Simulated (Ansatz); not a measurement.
**Ge wire along [110], 36 atoms a period, H-terminated: bands by functional and under strain**

What gap, if any, does the Ge wire along [110], 36 atoms a period, H-terminated have, and how does it change with the functional and under strain?

Calculated with Ansatz 0.2.0; DFT PBE, plane waves, PAW; relaxation of a wire's period; PAW set soft_1, in the first sound run; inputs show where later runs differ.

## 1. The starting structure

The cell holds 56 atoms: 20 H and 36 Ge. Cell: a = 24.441 Å, b = 23.603 Å, c = 4.073 Å, α = 90.0°, β = 90.0°, γ = 90.0°. Vacuum lies along a and b. The structure's axis is c.

## 2. Relaxation of atoms and period

Band widths follow the bond lengths, so the wire is relaxed first. The atoms and the third cell vector are free; the box across stays fixed as vacuum. A Fermi-Dirac smearing is set since the result may be a metal. The pressure printed is a third of the stress's trace over the whole box, vacuum included; only the stress along the axis is relaxed.

Contents of input.yaml:

```yaml
crystal:
  lattice:
    - [24.441, 0.0, 0.0]
    - [0.0, 23.603, 0.0]
    - [0.0, 0.0, 4.0729350596]
  atoms:
    - { symbol: H, position: [0.198027904, 0.683379527, 0.0] }
    - { symbol: H, position: [0.198027904, 0.402889573, 0.0] }
    - { symbol: Ge, position: [0.234878541, 0.456854521, 0.0] }
    - { symbol: Ge, position: [0.41163072, 0.370574492, 0.0] }
    - { symbol: Ge, position: [0.41163072, 0.715694609, 0.0] }
    - { symbol: H, position: [0.433697476, 0.855939586, 0.0] }
    - { symbol: H, position: [0.448481357, 0.144049485, 0.0] }
    - { symbol: Ge, position: [0.470548113, 0.284294462, 0.0] }
    - { symbol: Ge, position: [0.470548113, 0.456854521, 0.0] }
    - { symbol: Ge, position: [0.647300291, 0.370574492, 0.0] }
    - { symbol: Ge, position: [0.647300291, 0.715694609, 0.0] }
    - { symbol: H, position: [0.684150928, 0.144049485, 0.0] }
    - { symbol: Ge, position: [0.706217684, 0.284294462, 0.0] }
    - { symbol: Ge, position: [0.706217684, 0.456854521, 0.0] }
    - { symbol: H, position: [0.256945297, 0.284294462, 0.187268604] }
    - { symbol: H, position: [0.860903107, 0.54313455, 0.187268604] }
    - { symbol: H, position: [0.139110511, 0.54313455, 0.312731396] }
    - { symbol: H, position: [0.743068321, 0.284294462, 0.312731396] }
    - { symbol: Ge, position: [0.293795934, 0.284294462, 0.5] }
    - { symbol: Ge, position: [0.293795934, 0.629414579, 0.5] }
    - { symbol: Ge, position: [0.293795934, 0.456854521, 0.5] }
    - { symbol: H, position: [0.31586269, 0.144049485, 0.5] }
    - { symbol: H, position: [0.31586269, 0.769659556, 0.5] }
    - { symbol: Ge, position: [0.352713327, 0.198014433, 0.5] }
    - { symbol: Ge, position: [0.352713327, 0.370574492, 0.5] }
    - { symbol: Ge, position: [0.352713327, 0.54313455, 0.5] }
    - { symbol: Ge, position: [0.352713327, 0.715694609, 0.5] }
    - { symbol: Ge, position: [0.529465506, 0.284294462, 0.5] }
    - { symbol: Ge, position: [0.529465506, 0.629414579, 0.5] }
    - { symbol: Ge, position: [0.529465506, 0.456854521, 0.5] }
    - { symbol: Ge, position: [0.529465506, 0.801974638, 0.5] }
    - { symbol: H, position: [0.551532261, 0.144049485, 0.5] }
    - { symbol: H, position: [0.566316143, 0.855939586, 0.5] }
    - { symbol: Ge, position: [0.588382898, 0.198014433, 0.5] }
    - { symbol: Ge, position: [0.588382898, 0.370574492, 0.5] }
    - { symbol: Ge, position: [0.588382898, 0.54313455, 0.5] }
    - { symbol: Ge, position: [0.588382898, 0.715694609, 0.5] }
    - { symbol: Ge, position: [0.765135077, 0.629414579, 0.5] }
    - { symbol: Ge, position: [0.765135077, 0.456854521, 0.5] }
    - { symbol: H, position: [0.801985714, 0.683379527, 0.5] }
    - { symbol: H, position: [0.801985714, 0.402889573, 0.5] }
    - { symbol: Ge, position: [0.82405247, 0.54313455, 0.5] }
    - { symbol: H, position: [0.139110511, 0.54313455, 0.687268604] }
    - { symbol: H, position: [0.743068321, 0.284294462, 0.687268604] }
    - { symbol: H, position: [0.256945297, 0.284294462, 0.812731396] }
    - { symbol: H, position: [0.860903107, 0.54313455, 0.812731396] }
    - { symbol: Ge, position: [0.175961148, 0.54313455, 0.0] }
    - { symbol: Ge, position: [0.234878541, 0.629414579, 0.0] }
    - { symbol: Ge, position: [0.41163072, 0.198014433, 0.0] }
    - { symbol: Ge, position: [0.41163072, 0.54313455, 0.0] }
    - { symbol: Ge, position: [0.470548113, 0.629414579, 0.0] }
    - { symbol: Ge, position: [0.470548113, 0.801974638, 0.0] }
    - { symbol: Ge, position: [0.647300291, 0.198014433, 0.0] }
    - { symbol: Ge, position: [0.647300291, 0.54313455, 0.0] }
    - { symbol: H, position: [0.684150928, 0.769659556, 0.0] }
    - { symbol: Ge, position: [0.706217684, 0.629414579, 0.0] }
kpoints:
  mp_grid: { grid: [1, 1, 20] }
scf:
  occupations: { method: fermi_dirac, width: 0.05 }
hamiltonian:
  xc: pbe
  pseudopotentials: { kind: paw, azcp: { folder: soft_1 } }
relax:
  cell: { fix: [a, b, alpha, beta, gamma] }
  max_steps: 45
  f_tol: 0.03
```

Launch:

```console
> ansatz run input.yaml --threads 16 --pin off --max-ram 61440MiB --backend cuda --events-out ev --progress --plain --runs-dir out --max-vram 78GiB
```

Numbers of over 12 decimals in the logs are rounded to 6 here.

Output:

```text
Engine: ansatz 0.2.0, aarch64-unknown-linux-gnu
Pseudopotentials: kind: paw
Pseudopotential: H, paw, valence charge 1, recommended cutoff 420 eV (normal), soft_1/H.paw.azcp
Pseudopotential: Ge, paw, valence charge 14, recommended cutoff 420 eV (normal), soft_1/Ge.paw.azcp
Functional definition: PBE
  parameter kappa = 0.804
  parameter beta = 0.066725
  exchange = pbe_x(kappa = kappa, mu = beta*pi^2/3)
  correlation = pbe_c(beta = beta)
[...]
Crystal: 56 atoms, lattice volume = 2349.599 Å³
Basis set: ecut = 420 eV, 45863 PW (Γ), exchange–correlation on 360×320×60 points (8 copies of the dense FFT grid, shifted against one another)
Bands: 318, of which v1, the nominal top of the filled ones, is band 262 counted from 1 (261 counted from 0)
Symmetry: 4 space group operations
Space group: Pma2 (ITA 28), of the structure as read, at distance tolerance 1.3e-4 Å
k-points: 11 of 20
Non-local potential: H, projectors of the file, l = 0: 2, l = 1: 1
Non-local potential: Ge, projectors of the file, l = 0: 2, l = 1: 2, l = 2: 3, l = 3: 1
PAW form: soft (Blöchl's): semilocal exchange-correlation on the pseudo side does not see the compensation charge
PAW one-centre angular grid: H, 110 points (default); XC on 64 Gauss nodes
PAW one-centre angular grid: Ge, 590 points (default); XC on 64 Gauss nodes
Initial density: superposition of atomic densities (neutral atoms: chi_scale 0, normalization atom)
Initial wavefunctions: pseudopotential atomic-orbital guess
[...]
Functional: x = pbe(κ = 0.804, μ = 0.219515), c = pbe(β = 0.066725)
SCF iter   1: F=—  HF=-154936.804103 eV  |F-HF|=—  |Δ(HF+E_count)|=         —  Δρ=3.26e-2  dr2=2.11e1  ethr=3.10e-3  ⟨swp⟩=6.0  Hψ=12932  notcnv=0  defer=156
preconditioner: auto → Resta (q_TF=auto, 2.125 Å⁻¹)  ε∞=1.6  [insulator: Δε(μ)=0.851 eV  Ē_g=21.768 eV  σ=0.050 eV  W_gap=1.00  n_scr=400 (ndim 8)  ℏωp=17.5 eV  f_vac=0.530  D(μ)=0.00/eV (n_scr^D=0)  ε∞_Penn≈1.6  vacuum switching on, ρ_ref=3.4e-2 e/Å³]
SCF iter   2: F=—  HF=-154932.771198 eV  |F-HF|=—  |Δ(HF+E_count)|=    4.03e0  Δρ=1.49e-2  dr2=5.79e0  ethr=3.10e-3  ⟨swp⟩=2.5  Hψ=4677  notcnv=0  defer=485
[...]
SCF iter  13: F=-154931.697087 eV  HF=-154931.697087 eV  |F-HF|=2.34e-8  |Δ(HF+E_count)|=   2.87e-7  Δρ=1.53e-6  dr2=8.73e-8  ethr=1.91e-11  ⟨swp⟩=2.7  Hψ=10467  notcnv=0
SCF 1 converged in 13 iterations: F = -154931.697087 eV  dr2 = 8.73e-8
  greatest PAW one-centre occupation: 0.998 electrons in one spin orbital (limit 2), on the Ge atom at site 12 (counted from 0), in its partial waves of l = 2
relax step   1: F+E_penalty+E_count = -154931.69708747 eV  Δ(F+E_penalty+E_count) = +0.000e0 eV  max|allowed force component| = 3.401e-1 eV/Å  Δτ_max = 0.0000 Å  P = -0.275 GPa  Ω = 2349.599 Å³  fix = [a, b, alpha, beta, gamma]  reactions: a -0.480, b -0.516 GPa  (13 SCF iters, dr2 threshold 1.00e-7 eV, accepted)
[...]
Crystal: 56 atoms, lattice volume = 2409.593 Å³
Basis set: ecut = 420 eV, 46887 PW (Γ), exchange–correlation on 360×320×60 points (8 copies of the dense FFT grid, shifted against one another)
[...]
iter 1 solved again at ethr=1.99e-4 eV; its pass at ethr=3.10e-3 eV (dr2=1.04e0 eV) is discarded
SCF iter   1: F=—  HF=-154931.858920 eV  |F-HF|=—  |Δ(HF+E_count)|=         —  Δρ=9.03e-3  dr2=1.04e0  ethr=1.99e-4  ⟨swp⟩=8.9  Hψ=18182  notcnv=0  defer=3
preconditioner: auto → Resta (q_TF=auto, 2.116 Å⁻¹)  ε∞=1.6  [insulator: Δε(μ)=1.001 eV  Ē_g=21.839 eV  σ=0.050 eV  W_gap=1.00  n_scr=404 (ndim 8)  ℏωp=17.3 eV  f_vac=0.576  D(μ)=0.00/eV (n_scr^D=0)  ε∞_Penn≈1.6  vacuum switching on, ρ_ref=3.5e-2 e/Å³]
SCF iter   2: F=—  HF=-154931.771974 eV  |F-HF|=—  |Δ(HF+E_count)|=   8.69e-2  Δρ=4.11e-3  dr2=3.93e-1  ethr=1.99e-4  ⟨swp⟩=6.4  Hψ=5622  notcnv=0  defer=87
[...]
SCF iter   9: F=-154931.737659 eV  HF=-154931.737664 eV  |F-HF|=4.52e-6  |Δ(HF+E_count)|=   4.32e-6  Δρ=6.75e-6  dr2=5.44e-6  ethr=1.07e-9  ⟨swp⟩=4.1  Hψ=9860  notcnv=0
SCF 2 converged in 9 iterations: F = -154931.737659 eV  dr2 = 5.44e-6
  greatest PAW one-centre occupation: 0.998 electrons in one spin orbital (limit 2), on the Ge atom at site 18 (counted from 0), in its partial waves of l = 2
relax step   2: F+E_penalty+E_count = -154931.73765923 eV  Δ(F+E_penalty+E_count) = -4.057e-2 eV  max|allowed force component| = 3.236e-1 eV/Å  Δτ_max = 0.1727 Å  P = -0.050 GPa  Ω = 2409.593 Å³  energy of the carried Pulay correction = -8.780e-3 eV  fix = [a, b, alpha, beta, gamma]  reactions: a +0.114, b +0.126 GPa  (9 SCF iters, dr2 threshold 5.60e-6 eV, accepted)
[...]
relax step   3: F+E_penalty+E_count = -154931.90973602 eV  Δ(F+E_penalty+E_count) = -1.721e-1 eV  max|allowed force component| = 4.844e-2 eV/Å  Δτ_max = 0.0823 Å  P = -0.054 GPa  Ω = 2378.495 Å³  energy of the carried Pulay correction = -4.257e-3 eV  fix = [a, b, alpha, beta, gamma]  reactions: a -0.041, b -0.049 GPa  (8 SCF iters, dr2 threshold 5.60e-6 eV, accepted)
[...]
relax step   4: F+E_penalty+E_count = -154931.91254270 eV  Δ(F+E_penalty+E_count) = -2.807e-3 eV  max|allowed force component| = 1.184e-2 eV/Å  Δτ_max = 0.0073 Å  P = -0.010 GPa  Ω = 2375.548 Å³  energy of the carried Pulay correction = -3.825e-3 eV  fix = [a, b, alpha, beta, gamma]  reactions: a -0.011, b -0.009 GPa  (7 SCF iters, dr2 threshold 1.47e-7 eV, accepted)
[...]
relax step   5: F+E_penalty+E_count = -154931.91667464 eV  Δ(F+E_penalty+E_count) = -4.132e-3 eV  max|allowed force component| = 1.216e-2 eV/Å  Δτ_max = 0.0000 Å  P = -0.008 GPa  Ω = 2375.548 Å³  fix = [a, b, alpha, beta, gamma]  reactions: a -0.010, b -0.008 GPa  stress off target by 6.26e-3 GPa on what of the cell is left free  SCF on the basis re-selected at this cell (its energy is not comparable with the rows above)  (9 SCF iters)
[...]
--- Relaxed structure (4 steps of the walk, 4 accepted, 1 SCFs on fresh bases) ---
  F+E_penalty+E_count = -154931.91667464 eV   max|allowed force component| = 1.216e-2 eV/Å   (the final SCF, on the basis selected at the relaxed cell)
  cell:  # Å, volume = 2375.5483 Å³
    - [24.441, 0.0, 0.0]
    - [0.0, 23.603, 0.0]
    - [0.0, 0.0, 4.117918]
  atoms:
    - { symbol: H, position: [0.201401, 0.681729, 0] }
    - { symbol: H, position: [0.201355, 0.404444, 0] }
    - { symbol: Ge, position: [0.237942, 0.458489, 0] }
    - { symbol: Ge, position: [0.412117, 0.370978, 0] }
    - { symbol: Ge, position: [0.412262, 0.714851, 0] }
    - { symbol: H, position: [0.434641, 0.853232, 0] }
    - { symbol: H, position: [0.447792, 0.146512, 0] }
    - { symbol: Ge, position: [0.470950, 0.284962, 0] }
    - { symbol: Ge, position: [0.470887, 0.456996, 0] }
    - { symbol: Ge, position: [0.646053, 0.371013, 0] }
    - { symbol: Ge, position: [0.644983, 0.713379, 0] }
    - { symbol: H, position: [0.682076, 0.146281, 0] }
    - { symbol: Ge, position: [0.703317, 0.284825, 0] }
    - { symbol: Ge, position: [0.704750, 0.457028, 0] }
    - { symbol: H, position: [0.258456, 0.284808, 0.202644] }
    - { symbol: H, position: [0.858897, 0.542979, 0.201906] }
    - { symbol: H, position: [0.141103, 0.542979, 0.298094] }
    - { symbol: H, position: [0.741544, 0.284808, 0.297356] }
    - { symbol: Ge, position: [0.296683, 0.284825, 0.5] }
    - { symbol: Ge, position: [0.295102, 0.628846, 0.5] }
    - { symbol: Ge, position: [0.295250, 0.457028, 0.5] }
    - { symbol: H, position: [0.317924, 0.146281, 0.5] }
    - { symbol: H, position: [0.318190, 0.767337, 0.5] }
    - { symbol: Ge, position: [0.354795, 0.200078, 0.5] }
    - { symbol: Ge, position: [0.353947, 0.371013, 0.5] }
    - { symbol: Ge, position: [0.353803, 0.543015, 0.5] }
    - { symbol: Ge, position: [0.355017, 0.713379, 0.5] }
    - { symbol: Ge, position: [0.529050, 0.284962, 0.5] }
    - { symbol: Ge, position: [0.529099, 0.629006, 0.5] }
    - { symbol: Ge, position: [0.529113, 0.456996, 0.5] }
    - { symbol: Ge, position: [0.528254, 0.799558, 0.5] }
    - { symbol: H, position: [0.552208, 0.146512, 0.5] }
    - { symbol: H, position: [0.565359, 0.853232, 0.5] }
    - { symbol: Ge, position: [0.588900, 0.200380, 0.5] }
    - { symbol: Ge, position: [0.587883, 0.370978, 0.5] }
    - { symbol: Ge, position: [0.588035, 0.543030, 0.5] }
    - { symbol: Ge, position: [0.587738, 0.714851, 0.5] }
    - { symbol: Ge, position: [0.762123, 0.627604, 0.5] }
    - { symbol: Ge, position: [0.762058, 0.458489, 0.5] }
    - { symbol: H, position: [0.798599, 0.681729, 0.5] }
    - { symbol: H, position: [0.798645, 0.404444, 0.5] }
    - { symbol: Ge, position: [0.820783, 0.543020, 0.5] }
    - { symbol: H, position: [0.141103, 0.542979, 0.701906] }
    - { symbol: H, position: [0.741544, 0.284808, 0.702644] }
    - { symbol: H, position: [0.258456, 0.284808, 0.797356] }
    - { symbol: H, position: [0.858897, 0.542979, 0.798094] }
    - { symbol: Ge, position: [0.179217, 0.543020, 0] }
    - { symbol: Ge, position: [0.237877, 0.627604, 0] }
    - { symbol: Ge, position: [0.411100, 0.200380, 0] }
    - { symbol: Ge, position: [0.411965, 0.543030, 0] }
    - { symbol: Ge, position: [0.470901, 0.629006, 0] }
    - { symbol: Ge, position: [0.471746, 0.799558, 0] }
    - { symbol: Ge, position: [0.645205, 0.200078, 0] }
    - { symbol: Ge, position: [0.646197, 0.543015, 0] }
    - { symbol: H, position: [0.681810, 0.767337, 0] }
    - { symbol: Ge, position: [0.704898, 0.628846, 0] }
```

The job ended after 18 s (1 × NVIDIA GB200 with 16 threads of Arm Neoverse V2, shared host; peak memory 1.8 GiB).

The steps of the relaxation:

```csv
step,energy less that of the first step (eV),largest force component (eV/Å),pressure (GPa),volume (Å³)
1,0.0000,0.3401,-0.27,2349.60
2,-0.0406,0.3236,-0.05,2409.59
3,-0.2126,0.0484,-0.05,2378.50
4,-0.2155,0.0118,-0.01,2375.55
5,-0.2196,0.0122,-0.01,2375.55
```

The log counts 1 steps on a newly chosen plane-wave basis, not all of them marked here; energy and pressure can jump at such steps.

Forces are held to the 4 operations that the run works with; a distortion that breaks them can't arise in this run.

```csv
cell as run,before,after,change
c (Å),4.073,4.118,+1.1 %
```

The atoms that moved most (Å, along periodic axes as changes of fractional coordinates times the final cell, across vacuum about the mean position):

```csv
atom,dx,dy,dz,length
H1,0.083,-0.039,0.000,0.091
H40,-0.083,-0.039,0.000,0.091
H2,0.081,0.037,0.000,0.089
H41,-0.081,0.037,0.000,0.089
Ge48,0.073,-0.043,0.000,0.085
Ge38,-0.073,-0.043,0.000,0.085
Ge3,0.075,0.039,0.000,0.084
Ge39,-0.075,0.039,0.000,0.084
```

This step gave:

```
cell length along the wire : 4.118 Å
```

The cell's length comes to 4.118 Å with spin left out.

## 3. The perfect wire

This step: DFT PBE, plane waves, PAW; bands of a perfect wire; PAW set soft_1 (Ansatz 0.2.0).

At the relaxed period the bands are computed along the axis; those that cross an energy going forward count the channels that a perfect wire would open there.

Contents of input.yaml:

```yaml
crystal:
  lattice:
    - [24.441, 0.0, 0.0]
    - [0.0, 23.603, 0.0]
    - [0.0, 0.0, 4.117917921]
  atoms:
    - { symbol: H, position: [0.201400841, 0.681728738, 0.0] }
    - { symbol: H, position: [0.20135496, 0.404444394, 0.0] }
    - { symbol: Ge, position: [0.237941962, 0.458488973, 0.0] }
    - { symbol: Ge, position: [0.412116867, 0.370977569, 0.0] }
    - { symbol: Ge, position: [0.41226202, 0.714850528, 0.0] }
    - { symbol: H, position: [0.434640791, 0.85323182, 0.0] }
    - { symbol: H, position: [0.447792426, 0.146512218, 0.0] }
    - { symbol: Ge, position: [0.470950398, 0.284961956, 0.0] }
    - { symbol: Ge, position: [0.470887079, 0.456995881, 0.0] }
    - { symbol: Ge, position: [0.646053245, 0.371012697, 0.0] }
    - { symbol: Ge, position: [0.644983453, 0.713379172, 0.0] }
    - { symbol: H, position: [0.682075633, 0.146281088, 0.0] }
    - { symbol: Ge, position: [0.703316961, 0.284825125, 0.0] }
    - { symbol: Ge, position: [0.704749843, 0.457028357, 0.0] }
    - { symbol: H, position: [0.258455985, 0.284807781, 0.202643877] }
    - { symbol: H, position: [0.858896639, 0.542978739, 0.201906194] }
    - { symbol: H, position: [0.141103361, 0.542978739, 0.298093806] }
    - { symbol: H, position: [0.741544015, 0.284807781, 0.297356123] }
    - { symbol: Ge, position: [0.296683039, 0.284825125, 0.5] }
    - { symbol: Ge, position: [0.295102156, 0.62884562, 0.5] }
    - { symbol: Ge, position: [0.295250157, 0.457028357, 0.5] }
    - { symbol: H, position: [0.317924367, 0.146281088, 0.5] }
    - { symbol: H, position: [0.318190285, 0.767337349, 0.5] }
    - { symbol: Ge, position: [0.354795176, 0.200078398, 0.5] }
    - { symbol: Ge, position: [0.353946755, 0.371012697, 0.5] }
    - { symbol: Ge, position: [0.353802828, 0.543015027, 0.5] }
    - { symbol: Ge, position: [0.355016547, 0.713379172, 0.5] }
    - { symbol: Ge, position: [0.529049602, 0.284961956, 0.5] }
    - { symbol: Ge, position: [0.529099451, 0.629006414, 0.5] }
    - { symbol: Ge, position: [0.529112921, 0.456995881, 0.5] }
    - { symbol: Ge, position: [0.52825362, 0.799558159, 0.5] }
    - { symbol: H, position: [0.552207574, 0.146512218, 0.5] }
    - { symbol: H, position: [0.565359209, 0.85323182, 0.5] }
    - { symbol: Ge, position: [0.588900003, 0.200379653, 0.5] }
    - { symbol: Ge, position: [0.587883133, 0.370977569, 0.5] }
    - { symbol: Ge, position: [0.588034605, 0.543030241, 0.5] }
    - { symbol: Ge, position: [0.58773798, 0.714850528, 0.5] }
    - { symbol: Ge, position: [0.762123237, 0.627604199, 0.5] }
    - { symbol: Ge, position: [0.762058038, 0.458488973, 0.5] }
    - { symbol: H, position: [0.798599159, 0.681728738, 0.5] }
    - { symbol: H, position: [0.79864504, 0.404444394, 0.5] }
    - { symbol: Ge, position: [0.820783373, 0.5430202, 0.5] }
    - { symbol: H, position: [0.141103361, 0.542978739, 0.701906194] }
    - { symbol: H, position: [0.741544015, 0.284807781, 0.702643877] }
    - { symbol: H, position: [0.258455985, 0.284807781, 0.797356123] }
    - { symbol: H, position: [0.858896639, 0.542978739, 0.798093806] }
    - { symbol: Ge, position: [0.179216627, 0.5430202, 0.0] }
    - { symbol: Ge, position: [0.237876763, 0.627604199, 0.0] }
    - { symbol: Ge, position: [0.411099997, 0.200379653, 0.0] }
    - { symbol: Ge, position: [0.411965395, 0.543030241, 0.0] }
    - { symbol: Ge, position: [0.470900549, 0.629006414, 0.0] }
    - { symbol: Ge, position: [0.47174638, 0.799558159, 0.0] }
    - { symbol: Ge, position: [0.645204824, 0.200078398, 0.0] }
    - { symbol: Ge, position: [0.646197172, 0.543015027, 0.0] }
    - { symbol: H, position: [0.681809715, 0.767337349, 0.0] }
    - { symbol: Ge, position: [0.704897844, 0.62884562, 0.0] }
kpoints:
  mp_grid: { grid: [1, 1, 20] }
  band_path: { path: ["Γ", Z], npoints: 90 }
scf:
  occupations: { method: fermi_dirac, width: 0.05 }
hamiltonian:
  xc: pbe
  pseudopotentials: { kind: paw, azcp: { folder: soft_1 } }
output:
  dos: { e_range: [-5, 4] }
  write_potential: true
  write_density: true
  volumetric_format: npy
```

Output:

```text
[...]
Crystal: 56 atoms, lattice volume = 2375.548 Å³
Basis set: ecut = 420 eV, 46327 PW (Γ)
Bands: 318, of which v1, the nominal top of the filled ones, is band 262 counted from 1 (261 counted from 0)
Symmetry: 4 space group operations
[...]
k-points: 11 of 20
[...]
SCF iter   1: F=—  HF=-154937.210934 eV  |F-HF|=—  |Δ(HF+E_count)|=         —  Δρ=3.29e-2  dr2=2.17e1  ethr=3.10e-3  ⟨swp⟩=6.0  Hψ=12938  notcnv=0  defer=158
[...]
SCF iter   6: F=—  HF=-154931.916096 eV  |F-HF|=—  |Δ(HF+E_count)|=   7.17e-3  Δρ=4.62e-4  dr2=1.49e-2  ethr=4.91e-6  ⟨swp⟩=2.0  Hψ=3919  notcnv=0  defer=467
[...]
SCF iter  11: F=—  HF=-154931.916577 eV  |F-HF|=—  |Δ(HF+E_count)|=   3.64e-6  Δρ=7.49e-6  dr2=4.48e-6  ethr=1.98e-9  ⟨swp⟩=2.0  Hψ=3826  notcnv=0  defer=475
[...]
SCF iter  13: F=-154931.916577 eV  HF=-154931.916577 eV  |F-HF|=8.91e-9  |Δ(HF+E_count)|=   1.14e-7  Δρ=1.44e-6  dr2=6.04e-8  ethr=1.91e-11  ⟨swp⟩=12.5  Hψ=14535  notcnv=0
SCF 1 converged in 13 iterations: F = -154931.916577 eV  dr2 = 6.04e-8
[...]
NSCF: frozen V_eff on 91 k-points
[...]
SCF converged after 13 iterations
[...]
```

The job ended after 25 s (1 × NVIDIA GB200 with 16 threads; peak memory 4.3 GiB).

In the SCF lines HF is the Harris–Foulkes energy and dr2 the Hartree energy of the density residual, in eV; the loop may stop once dr2 is under the threshold and the program's other checks hold. Hψ counts applications of the Hamiltonian.

This step gave:

| Property | Result |
| --- | --- |
| band gap | 0.9955 eV |

Electronic bands along the path, in eV, zero at the Fermi level; v1 is the highest filled band, c1 the lowest empty one:

```csv
point,v4,v3,v2,v1,c1,c2,c3,c4
Γ,-1.00,-0.99,-0.71,-0.48,0.52,0.52,0.58,0.70
halfway,-1.44,-1.30,-1.29,-1.17,1.41,1.45,1.59,1.66
Z,-1.83,-1.83,-1.80,-1.80,1.06,1.06,1.35,1.35
```

The gap is 0.995 eV, with spin left out.

The path shows a direct gap of 1.00 eV (valence top at Γ, conduction bottom at Γ).

(Continued in part 2 of 2.)

[Logs are printed without paths, hosts, clocks, repeated set-up lines and the standing remarks that a program may print on its own settings, such as how far it seeks lower states.]

[Hosts, paths, dates, database ids (printed as entryN), source tags and the programs' standing remarks are cut or masked in the printed files.]
